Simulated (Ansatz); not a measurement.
# The 3-layer 2H-MoS2 (2H stacking) between two gates, part 4 of 4

How do the bands of the 3-layer 2H-MoS2 (2H stacking) follow a displacement field between two gates?

Ansatz 0.2.0; plane-wave DFT, r2SCAN-D4, Ansatz PAW (the session's first sound run).

So far, gap along the path (eV): step 3 (gated layer, displacement field 0) 1.18; step 5 (displacement field 1.09 V/nm) 1.05; step 6 (displacement field 2.17 V/nm) 0.879; step 7 (displacement field 4.34 V/nm) 0.488; step 9 (displacement field 0.543 V/nm, other band count, other …) 1.12.

### 10. Varying the input

This step: plane-wave DFT, r2SCAN-D4, Ansatz PAW (Ansatz 0.2.0).

Another changed input: it repeats the earlier run at 0.543 V/nm with scf.occupations.method from fermi_dirac to gaussian and scf.occupations.width from 0.02585 to 0.05.

input.yaml

```yaml
crystal:
  lattice:
    - [3.1741942132, 0.0, 0.0]
    - [-1.5870971066, 2.7489328252, 0.0]
    - [0.0, 0.0, 61.404368226]
  atoms:
    - { symbol: S, position: [0.3333333333, 0.6666666667, 0.3729376372] }
    - { symbol: Mo, position: [0.0, 0.0, 0.3982382266] }
    - { symbol: S, position: [0.3333333333, 0.6666666667, 0.4235381573] }
    - { symbol: S, position: [0.0, 0.0, 0.4747058306] }
    - { symbol: Mo, position: [0.3333333333, 0.6666666667, 0.5] }
    - { symbol: S, position: [0.0, 0.0, 0.5252941694] }
    - { symbol: S, position: [0.3333333333, 0.6666666667, 0.5764618427] }
    - { symbol: Mo, position: [0.0, 0.0, 0.6017617734] }
    - { symbol: S, position: [0.3333333333, 0.6666666667, 0.6270623628] }
  periodic: [true, true, false]
  symmetry: { detect: true }
kpoints:
  mp_grid: { grid: [30, 30, 1] }
  band_path:
    path: [[0, 0, 0], [0.5, 0, 0], [0.33333333, 0.33333333, 0], [0, 0, 0]]
    npoints: 16
hamiltonian:
  xc: r2scan
  dispersion: d4
scf:
  occupations: { method: gaussian, width: 0.05 }
  convergence: { dr2_threshold: 1.0e-10 }
output:
  forces: true
  eigenvalues: true
  write_potential: true
  write_density: true
  volumetric_format: npy
external_charges:
  - { charge: 0, barrier: 10, axis: 3, height: 41.004, sigma: 0.25 }
  - { charge: -0.002618, axis: 3, height: 42.504, sigma: 0.33 }
  - { charge: 0, barrier: 10, axis: 3, height: 20.4, sigma: 0.25 }
  - { charge: 0.002618, axis: 3, height: 18.9, sigma: 0.33 }
```

Launch:

```bash
$ ansatz run input.yaml --threads 4 --pin off --max-ram 12288MiB --backend cpu --events-out ev --progress --plain --runs-dir out
```

Numbers of over 12 decimals in the logs are rounded to 6 here.

Log:

```text
[...]
Crystal: 9 atoms, lattice volume = 535.793 Å³
Basis set: ecut = 500 eV, 13549 PW (Γ), exchange–correlation on 96×96×1800 points (64 copies of the dense FFT grid, shifted against one another)
Bands: 48, of which v1, the nominal top of the filled ones, is band 39 counted from 1 (38 counted from 0)
Symmetry: 6 space group operations
k-points: 91 of 900 (time reversal used)
[...]
SCF iter   1: F=—  HF=-20347.466852 eV  |F-HF|=—  |Δ(HF+E_count)|=         —  Δρ=5.58e-3  dr2=3.24e-1  dr2_τ=1.54e-1  ethr=1.77e-3  ⟨swp⟩=16.3  Hψ=33647  notcnv=0  defer=2
[...]
SCF iter  15: F=-20347.598539 eV  HF=-20347.598539 eV  |F-HF|=1.51e-9  |Δ(HF+E_count)|=  4.95e-10  Δρ=6.92e-8  dr2=3.50e-11  dr2_τ=2.09e-12  ethr=1.00e-12  ⟨swp⟩=23.8  Hψ=41584  notcnv=0
SCF 1 converged in 15 iterations: F = -20347.598539 eV  dr2 = 3.50e-11
[...]
SCF converged after 15 iterations
Free energy (F): -20347.598539 eV
[...]
Internal energy: -20347.598539 eV  (E = F + TS)
E sigma→0 (E₀):  -20347.598539 eV
Fermi energy:    -4.821997 eV
[...]
--- Forces (eV/Å), atoms and charges each counted from 1 ---
  atom   1  S      0.00000000    -0.00000000     0.07811838
  atom   2  Mo     0.00000000    -0.00000000     0.00738726
  atom   3  S     -0.00000000    -0.00000000     0.00350002
  atom   4  S      0.00000000     0.00000000     0.00134744
  atom   5  Mo     0.00000000     0.00000000    -0.00466556
  atom   6  S      0.00000000     0.00000000     0.00332811
  atom   7  S      0.00000000    -0.00000000     0.00104212
  atom   8  Mo     0.00000000     0.00000000    -0.01481727
  atom   9  S      0.00000000    -0.00000000    -0.07312256
  external charge   1     0.00000000     0.00000000     0.08664843
  external charge   2     0.00000000     0.00000000    -0.00007128
  external charge   3     0.00000000     0.00000000    -0.08877468
  external charge   4     0.00000000     0.00000000     0.00007084
  max |Σ_I F_I| component, the external charges' with the atoms': 8.73e-6 eV/Å
--- Band table (eV; the first three rows and the last of 91) ---
  k-point 0: bands = [... 35 lower, -7.1191, -6.1834, -5.7034, -5.3811, -3.0719, -3.0719, -3.0192, -3.0192, ... 5 higher]
  k-point 1: bands = [... 35 lower, -7.0361, -6.1854, -5.7164, -5.4068, -3.0935, -3.0407, -3.0397, -2.9882, ... 5 higher]
  k-point 2: bands = [... 35 lower, -6.8987, -6.1941, -5.7596, -5.4859, -3.1473, -3.0891, -3.0252, -2.9786, ... 5 higher]
  k-point 90: bands = [... 35 lower, -8.1602, -6.0811, -6.0089, -5.9280, -4.2614, -4.2047, -4.1404, -3.0354, ... 5 higher]
```

Elapsed: 4.7 min, on 4 threads of Intel Xeon Platinum 8259CL at 2.50GHz (Skylake/Cascade Lake), shared host; peak memory 3.1 GiB.

Numbers from this step:

```yaml
potential_beyond_the_upper_barrier_and_gate_less_the_barrier_from_the_fermi_level: 5.052 eV
```

Electronic bands along the path, in eV, zero at the Fermi level of the run, which the smearing sets inside the gap:

```
  point  band 36  band 37  band 38  band 39  band 40  band 41  band 42  band 43
      Γ    -2.30    -1.36    -0.88    -0.56     1.75     1.75     1.80     1.80
halfway    -2.29    -1.95    -1.87    -1.80     1.00     1.25     1.29     1.37
      M    -2.17    -1.88    -1.82    -1.74     1.19     1.25     1.31     1.68
halfway    -3.00    -1.59    -1.51    -1.43     1.04     1.11     1.18     2.00
      K    -3.34    -1.26    -1.19    -1.11     0.56     0.62     0.68     1.79
halfway    -2.16    -2.03    -1.98    -1.91     0.70     0.95     1.20     1.40
      Γ    -2.30    -1.36    -0.88    -0.56     1.75     1.75     1.80     1.80
```

Force by atom:

```
atom  x (eV/Å)  y (eV/Å)  z (eV/Å)    size
  S1    0.0000    0.0000    0.0781  0.0781
 Mo2    0.0000    0.0000    0.0074  0.0074
  S3    0.0000    0.0000    0.0035  0.0035
  S4    0.0000    0.0000    0.0013  0.0013
 Mo5    0.0000    0.0000   -0.0047  0.0047
  S6    0.0000    0.0000    0.0033  0.0033
  S7    0.0000    0.0000    0.0010  0.0010
 Mo8    0.0000    0.0000   -0.0148  0.0148
  S9    0.0000    0.0000   -0.0731  0.0731
```

```
                                                                                quantity  this run  earlier run  difference
                                                                 gap along the path (eV)     1.120        1.120     -2.0e-6
                                                 smallest direct gap along the path (eV)     1.667        1.667     -3.0e-6
                                                                  gap on the k-mesh (eV)     1.120        1.120     -2.7e-6
potential beyond the upper barrier and gate, less the barrier, from the Fermi level (eV)     5.052        5.053     -0.0018
```

Nothing in the table moves by 0.01 in its unit.

### 11. Results

```yaml
gap_with_uncharged_gates: 1.18 eV
electrostatic_distance_between_the_gates: 8.45 Å
geometric_distance_between_the_gates: 23.6 Å
gap_at_4p34_v_nm: 0.488 eV
```

**Reading.** The gap goes from 1.18 to 0.49 eV at 4.3 V/nm. The layers screen the field: the voltage is that of a vacuum gap 15.2 Å narrower than the real distance. The gates are charged sheets behind model barriers, not atoms. Gaps are the smaller of those on the path and on the mesh; band edges between these points would make them smaller still. Spin-orbit coupling is left out, which matters for the bands of elements this heavy.

[Logs are printed without paths, hosts, clocks, repeated set-up lines and the standing remarks that a program may print on its own settings, such as how far it seeks lower states.]

[Hosts, paths, dates, database ids (printed as entryN), source tags and the programs' standing remarks are cut or masked in the printed files.]

[Maps of the electrostatic potential energy from Ansatz leave out the sawtooth potential of an applied field or a dipole correction, so their vacuum need not be flat; planar profiles and work functions include it.]
